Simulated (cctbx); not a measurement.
# A crystallographic session in cctbx: Sm3Al3CdGe2

Library: cctbx 2025.11. The data are simulated by the first script.

## 1. Simulate the data

run.py:

```python
from cctbx import adptbx, crystal, miller, sgtbx, xray
from cctbx.array_family import flex
from iotbx.shelx import hklf
from scitbx import matrix
import scitbx.random

cs = crystal.symmetry(unit_cell=(7.235, 7.235, 4.304, 90, 90, 120), space_group_symbol='Hall: P -6 -2')  # P-62m
atoms = [  # label, site, U (iso, or U11 U22 U33 U12 U13 U23 in A^2), occupancy
    ("Sm1", (0, 0.5967, 0), (0.0096, 0.0105, 0.0110, 0.0048, 0.0000, 0.0000), 1),
    ("Cd1", (0, 0, 0), (0.0114, 0.0114, 0.0096, 0.0057, 0.0000, 0.0000), 1),
    ("Ge1", (2/3, 1/3, 0.5), (0.0169, 0.0169, 0.0136, 0.0084, 0.0000, 0.0000), 1),
    ("Al1", (0, 0.2269, 0.5), (0.0155, 0.0196, 0.0220, 0.0078, 0.0000, 0.0000), 1),
]
xs = xray.structure(crystal_symmetry=cs)
for label, site, u, occ in atoms:
    u = adptbx.u_cif_as_u_star(cs.unit_cell(), u) if isinstance(u, tuple) else u
    xs.add_scatterer(xray.scatterer(label, site=site, u=u, occupancy=occ))
xs.set_inelastic_form_factors(0.71073, "sasaki")
xs.show_summary()
p1 = xs.expand_to_p1()
ms = miller.build_set(p1, anomalous_flag=True, d_min=0.77)
flex.set_random_seed(280879)
scitbx.random.set_random_seed(280879)
ms = ms.select(flex.random_double(ms.size()) < 0.9)
i = ms.structure_factors_from_scatterers(p1, algorithm="direct").f_calc().as_intensity_array().data()
i = i / flex.sqrt(1 + 0.3 * i / flex.max(i))  # extinction
i = i * 70000 / flex.max(i)
sig = flex.sqrt(i + flex.pow2(0.06 * i) + 2 ** 2)
noise = scitbx.random.variate(scitbx.random.normal_distribution())(i.size())
data = ms.array(data=i + sig * noise, sigmas=sig).set_observation_type_xray_intensity()
with open("data.hkl", "w") as f:
    data.export_as_shelx_hklf(f)
print("reflections written:", data.size(), " <I/sigma> = %.1f" % flex.mean(data.data() / data.sigmas()))
for h, a, b in list(data.sort("data"))[:12]:
    print("%4d%4d%4d %9.1f %7.1f" % (h + (a, b)))
```

```console
$ python run.py
```

```text
Number of scatterers: 4
At special positions: 4
Unit cell: (7.235, 7.235, 4.304, 90, 90, 120)
Space group: P -6 2 m (No. 189)
reflections written: 1633  <I/sigma> = 14.8
   0   0   2   70773.7  4208.3
  -2   2  -1   35115.5  1792.1
   2  -2  -1   33358.3  1792.1
   0  -2   1   32847.1  1792.1
   0  -3   0   32087.5  1710.1
   2   0   1   31527.9  1792.1
   2   0  -1   31448.4  1792.1
   3  -3   0   30849.1  1710.1
  -2   0   1   30742.4  1792.1
   2  -2   1   30213.3  1792.1
  -3   0   0   30202.1  1710.1
   0   3   0   29807.1  1710.1
```

Run time: 0.41 s on 1 thread of Arm Neoverse N1, on a shared host, peak memory 0.07 GiB.

## 2. Refinement (refined in the given hand)

run.py:

```python
import math
from cctbx import adptbx, crystal, maptbx, sgtbx, xray
from cctbx.array_family import flex
from cctbx.xray import observations
from iotbx.shelx import hklf
from scitbx.lstbx import normal_eqns_solving
from smtbx import absolute_structure, utils
from smtbx.refinement import constraints, least_squares

cs = crystal.symmetry(unit_cell=(7.235, 7.235, 4.304, 90, 90, 120), space_group_symbol='Hall: P -6 -2')  # P-62m
atoms = [  # label, site, U (iso, or U11 U22 U33 U12 U13 U23 in A^2), occupancy
    ("Sm1", (0, 0.5904, 0), 0.0200, 1),
    ("Cd1", (0, 0, 0), 0.0200, 1),
    ("Ge1", (2/3, 1/3, 0.5), 0.0200, 1),
    ("Al1", (0, 0.2199, 0.5), 0.0200, 1),
]
xs = xray.structure(crystal_symmetry=cs)
for label, site, u, occ in atoms:
    u = adptbx.u_cif_as_u_star(cs.unit_cell(), u) if isinstance(u, tuple) else u
    xs.add_scatterer(xray.scatterer(label, site=site, u=u, occupancy=occ))
xs.set_inelastic_form_factors(0.71073, "sasaki")
xs.convert_to_anisotropic()
raw = hklf.reader(file_name="data.hkl").as_miller_arrays(crystal_symmetry=cs, anomalous=True)[0]
merged = raw.eliminate_sys_absent().merge_equivalents()
fo2 = merged.array().set_observation_type_xray_intensity()
print("Rint %.3f, %d unique reflections to %.2f A" % (merged.r_int(), fo2.size(), fo2.d_min()))
for sc in xs.scatterers():
    sc.flags.set_grad_site(True)
    sc.flags.set_grad_u_aniso(sc.flags.use_u_aniso())
    sc.flags.set_grad_u_iso(sc.flags.use_u_iso())
obs = fo2.as_xray_observations()
extra = {}
rep = constraints.reparametrisation(xs, [], utils.connectivity_table(xs), **extra)
ls = least_squares.crystallographic_ls(obs, rep, weighting_scheme=least_squares.mainstream_shelx_weighting(a=0, b=0))
print("cycle     R1     wR2    GooF  max shift (A)")
for cycle in range(8):
    ls.build_up()
    r1, wr2, goof = ls.r1_factor(cutoff_factor=2)[0], ls.wR2(), ls.goof()
    old = xs.sites_cart()
    normal_eqns_solving.levenberg_marquardt_iterations(ls, n_max_iterations=3, tau=1e-06, step_threshold=1e-7)
    big = flex.max((xs.sites_cart() - old).norms())
    print("%4d %7.4f %7.4f %7.3f %9.5f" % (cycle + 1, r1, wr2, goof, big))
    ls.build_up(objective_only=True)
    if abs(ls.wR2() - wr2) < 5e-5 and big < 5e-4:
        break
ls.build_up()
print("final R1 %.4f wR2 %.4f GooF %.3f  parameters %d  data/parameter %.1f" % (ls.r1_factor(cutoff_factor=2)[0], ls.wR2(), ls.goof(), ls.n_parameters, fo2.size() / ls.n_parameters))
cov = ls.covariance_matrix_and_annotations()
su = dict(zip(cov.annotations, (math.sqrt(max(v, 0)) for v in cov.matrix.matrix_packed_u_diagonal())))
a2 = cs.unit_cell().reciprocal_parameters()[0] ** -2
print("atom        x        y        z      Ueq    occ   su(xyz)  su(Uiso or U11)")
for sc in xs.scatterers():
    s = max(su.get(sc.label + k, 0) for k in (".x", ".y", ".z"))
    npd = "" if sc.is_positive_definite_u(cs.unit_cell()) else "  NPD"
    print("%-5s %8.5f %8.5f %8.5f %8.4f %6.3f %8.5f %7.4f%s" % ((sc.label,) + sc.site + (sc.u_iso_or_equiv(cs.unit_cell()), sc.occupancy, s, su.get(sc.label + ".uiso", su.get(sc.label + ".u11", 0) * a2), npd)))
fc = fo2.structure_factors_from_scatterers(xs, algorithm="direct").f_calc()
absolute_structure.flack_analysis(xs, fo2.as_xray_observations()).show()
h = absolute_structure.hooft_analysis(fo2, fc, scale_factor=ls.scale_factor())
print("Hooft y: %.3f(%.0f)  Bijvoet pairs: %d" % (h.hooft_y, 1000 * h.sigma_y, h.n_bijvoet_pairs))
fo = fo2.f_sq_as_f()
fc = fo.structure_factors_from_scatterers(xs, algorithm="direct").f_calc()
diff = fo.f_obs_minus_f_calc(1 / math.sqrt(ls.scale_factor()), fc).average_bijvoet_mates()
m = diff.fft_map(symmetry_flags=maptbx.use_space_group_symmetry, resolution_factor=0.25).apply_volume_scaling()
print("difference map: max %.2f min %.2f rms %.2f" % (m.statistics().max(), m.statistics().min(), m.statistics().sigma()))
peaks = m.peak_search(parameters=maptbx.peak_search_parameters(min_distance_sym_equiv=0.6, max_clusters=6)).all()
near = xs.closest_distances(peaks.sites(), distance_cutoff=4)
sps = cs.special_position_settings(min_distance_sym_equiv=0.5)
for k, (x, h) in enumerate(zip(peaks.sites(), peaks.heights())):
    ss = sps.site_symmetry(x)
    print("Q%-3d %7.4f %7.4f %7.4f %4d %7.2f  %.2f A from %s" % ((k + 1,) + tuple(t % 1 for t in ss.exact_site()) + (ss.multiplicity(), h, near.smallest_distances[k], xs.scatterers()[near.i_seqs[k]].label)))
```

```console
$ python run.py
```

```text
Rint 0.045, 196 unique reflections to 0.77 A
cycle     R1     wR2    GooF  max shift (A)
   1  0.1320  0.4274  18.061   0.05210
   2  0.0111  0.0235   0.994   0.00004
final R1 0.0111 wR2 0.0235 GooF 0.994  parameters 12  data/parameter 16.3
atom        x        y        z      Ueq    occ   su(xyz)  su(Uiso or U11)
Sm1    0.00000  0.59672  0.00000   0.0101  1.000  0.00004  0.0002
Cd1    0.00000  0.00000  0.00000   0.0104  1.000  0.00000  0.0002
Ge1    0.66667  0.33333  0.50000   0.0152  1.000  0.00000  0.0002
Al1    0.00000  0.22709  0.50000   0.0194  1.000  0.00021  0.0008
Flack x: 0.026(17)
Hooft y: 0.040(25)  Bijvoet pairs: 77
difference map: max 0.42 min -0.63 rms 0.15
Q1    0.0000  0.0638  0.1936    6    0.44  0.95 A from Cd1
Q2    0.0000  0.7102  0.2798    6    0.42  1.46 A from Sm1
Q3    0.0912  0.5037  0.1636   12    0.34  1.35 A from Sm1
Q4    0.1195  0.7693  0.2975   12    0.32  1.69 A from Al1
Q5    0.0000  0.5773  0.2602    6    0.32  1.13 A from Sm1
Q6    0.1300  0.2735  0.5000    6    0.31  0.83 A from Al1
```

Time: 0.61 s.

## 3. Refinement

run.py, as its changes from the last script of this kind:

```diff
@@ -12,4 +12,4 @@
-    ("Sm1", (0, 0.5904, 0), 0.0200, 1),
-    ("Cd1", (0, 0, 0), 0.0200, 1),
-    ("Ge1", (2/3, 1/3, 0.5), 0.0200, 1),
-    ("Al1", (0, 0.2199, 0.5), 0.0200, 1),
+    ("Sm1", (0, 0.40328, 0), 0.0101, 1),
+    ("Cd1", (0, 0, 0), 0.0104, 1),
+    ("Ge1", (1/3, 2/3, 0.5), 0.0152, 1),
+    ("Al1", (0, 0.77291, 0.5), 0.0194, 1),
```

```console
$ python run.py
```

```text
Rint 0.045, 196 unique reflections to 0.77 A
cycle     R1     wR2    GooF  max shift (A)
   1  0.0262  0.0799   3.377   0.00046
   2  0.0248  0.0728   3.076   0.00000
final R1 0.0248 wR2 0.0728 GooF 3.076  parameters 12  data/parameter 16.3
atom        x        y        z      Ueq    occ   su(xyz)  su(Uiso or U11)
Sm1    0.00000  0.40322  0.00000   0.0102  1.000  0.00011  0.0005
Cd1    0.00000  0.00000  0.00000   0.0108  1.000  0.00000  0.0006
Ge1    0.33333  0.66667  0.50000   0.0152  1.000  0.00000  0.0008
Al1    0.00000  0.77296  0.50000   0.0198  1.000  0.00067  0.0025
Flack x: 0.94(2)
Hooft y: 0.973(25)  Bijvoet pairs: 77
difference map: max 0.53 min -0.90 rms 0.16
Q1    0.0000  0.4193  0.0000    3    0.53  0.12 A from Sm1
Q2    0.0000  0.9248  0.1903    6    0.48  0.98 A from Cd1
Q3    0.1299  0.8561  0.5000    6    0.47  0.82 A from Al1
Q4    0.0000  0.4568  0.2200    6    0.39  1.02 A from Sm1
Q5    0.0000  0.7701  0.3614    6    0.39  0.60 A from Al1
Q6    0.0942  0.5806  0.1490   12    0.36  1.28 A from Sm1
```

Time: 0.59 s.

This run holds a fault made on purpose: the structure inverted.

## 4. Simulate the data

run.py, as its changes from the last script of this kind:

```diff
@@ -18 +18 @@
-xs.set_inelastic_form_factors(0.71073, "sasaki")
+xs.set_inelastic_form_factors(1.54184, "sasaki")
@@ -21,3 +21,3 @@
-ms = miller.build_set(p1, anomalous_flag=True, d_min=0.77)
-flex.set_random_seed(280879)
-scitbx.random.set_random_seed(280879)
+ms = miller.build_set(p1, anomalous_flag=True, d_min=0.83)
+flex.set_random_seed(531852)
+scitbx.random.set_random_seed(531852)
@@ -27,2 +27,2 @@
-i = i * 70000 / flex.max(i)
-sig = flex.sqrt(i + flex.pow2(0.06 * i) + 2 ** 2)
+i = i * 5000 / flex.max(i)
+sig = flex.sqrt(i + flex.pow2(0.03 * i) + 4 ** 2)
```

```console
$ python run.py
```

```text
Number of scatterers: 4
At special positions: 4
Unit cell: (7.235, 7.235, 4.304, 90, 90, 120)
Space group: P -6 2 m (No. 189)
reflections written: 1298  <I/sigma> = 18.3
   2   0  -1    5420.8   165.9
   2  -2   1    5250.5   165.9
   0  -2   1    5177.4   165.9
   2  -2  -1    5128.7   165.9
   2   0   1    5101.8   165.9
   0   2   1    5004.0   165.9
  -2   2  -1    4911.2   165.9
   0  -2  -1    4902.6   165.9
  -2   0   1    4889.4   165.9
   0   2  -1    4879.3   165.9
  -2   0  -1    4811.9   165.9
   3   0   0    4714.6   158.2
```

Time: 0.43 s.

## 5. Refinement (refined in the given hand)

run.py, as its changes from the last script of this kind:

```diff
@@ -12,4 +12,4 @@
-    ("Sm1", (0, 0.40328, 0), 0.0101, 1),
-    ("Cd1", (0, 0, 0), 0.0104, 1),
-    ("Ge1", (1/3, 2/3, 0.5), 0.0152, 1),
-    ("Al1", (0, 0.77291, 0.5), 0.0194, 1),
+    ("Sm1", (0, 0.5932, 0), 0.0200, 1),
+    ("Cd1", (0, 0, 0), 0.0200, 1),
+    ("Ge1", (2/3, 1/3, 0.5), 0.0200, 1),
+    ("Al1", (0, 0.2263, 0.5), 0.0200, 1),
@@ -21 +21 @@
-xs.set_inelastic_form_factors(0.71073, "sasaki")
+xs.set_inelastic_form_factors(1.54184, "sasaki")
```

```console
$ python run.py
```

```text
Rint 0.032, 156 unique reflections to 0.83 A
cycle     R1     wR2    GooF  max shift (A)
   1  0.0833  0.1893  10.530   0.02542
   2  0.0124  0.0283   1.573   0.00000
final R1 0.0124 wR2 0.0283 GooF 1.573  parameters 12  data/parameter 13.0
atom        x        y        z      Ueq    occ   su(xyz)  su(Uiso or U11)
Sm1    0.00000  0.59671  0.00000   0.0094  1.000  0.00008  0.0003
Cd1    0.00000  0.00000  0.00000   0.0095  1.000  0.00000  0.0004
Ge1    0.66667  0.33333  0.50000   0.0150  1.000  0.00000  0.0005
Al1    0.00000  0.22626  0.50000   0.0179  1.000  0.00046  0.0015
Flack x: 0.005(6)
Hooft y: 0.001(4)  Bijvoet pairs: 60
difference map: max 0.75 min -1.14 rms 0.17
Q1    0.0000  0.4996  0.5000    3    0.75  1.98 A from Al1
Q2    0.0833  0.6111  0.5000    6    0.57  1.65 A from Ge1
Q3    0.1383  0.2754  0.3739   12    0.38  1.03 A from Al1
Q4    0.2437  0.7309  0.0000    6    0.37  1.53 A from Sm1
Q5    0.1159  0.2673  0.0000    6    0.33  1.68 A from Cd1
Q6    0.0783  0.1812  0.0784   12    0.31  1.19 A from Cd1
```

Time: 0.6 s.

## 6. Simulate the data

run.py, as its changes from the last script of this kind:

```diff
@@ -18 +18 @@
-xs.set_inelastic_form_factors(1.54184, "sasaki")
+xs.set_inelastic_form_factors(1.3414, "sasaki")
@@ -21,3 +21,3 @@
-ms = miller.build_set(p1, anomalous_flag=True, d_min=0.83)
-flex.set_random_seed(531852)
-scitbx.random.set_random_seed(531852)
+ms = miller.build_set(p1, anomalous_flag=True, d_min=0.8)
+flex.set_random_seed(384789)
+scitbx.random.set_random_seed(384789)
@@ -26 +26,4 @@
-i = i / flex.sqrt(1 + 0.3 * i / flex.max(i))  # extinction
+law = matrix.sqr((-1, 0, 0, 0, -1, 0, 0, 0, -1))
+mate = flex.miller_index([tuple(matrix.row(h) * law) for h in ms.indices()])
+i2 = ms.customized_copy(indices=mate).structure_factors_from_scatterers(p1, algorithm="direct").f_calc().as_intensity_array().data()
+i = (1 - 0.8) * i + 0.8 * i2
```

```console
$ python run.py
```

```text
Number of scatterers: 4
At special positions: 4
Unit cell: (7.235, 7.235, 4.304, 90, 90, 120)
Space group: P -6 2 m (No. 189)
reflections written: 1432  <I/sigma> = 12.6
   0   0   2    5095.3   165.9
   0   0  -2    5087.1   165.9
   0  -2   1    2219.6    74.7
   2   0  -1    2050.2    74.7
   0   2   1    2046.6    74.7
  -2   2  -1    2039.3    74.7
   0   2  -1    2009.4    74.7
  -2   2   1    1985.3    74.7
  -2   0  -1    1980.0    74.7
   2  -2  -1    1971.6    74.7
   2   0   1    1927.6    74.7
  -2   0   1    1922.5    74.7
```

It took 0.4 s on 1 thread of Arm Neoverse N1 (shared host), peak memory 0.07 GiB.

[Logs are printed without paths, hosts, clocks, repeated set-up lines and the standing remarks that a program may print on its own settings, such as how far it seeks lower states.]
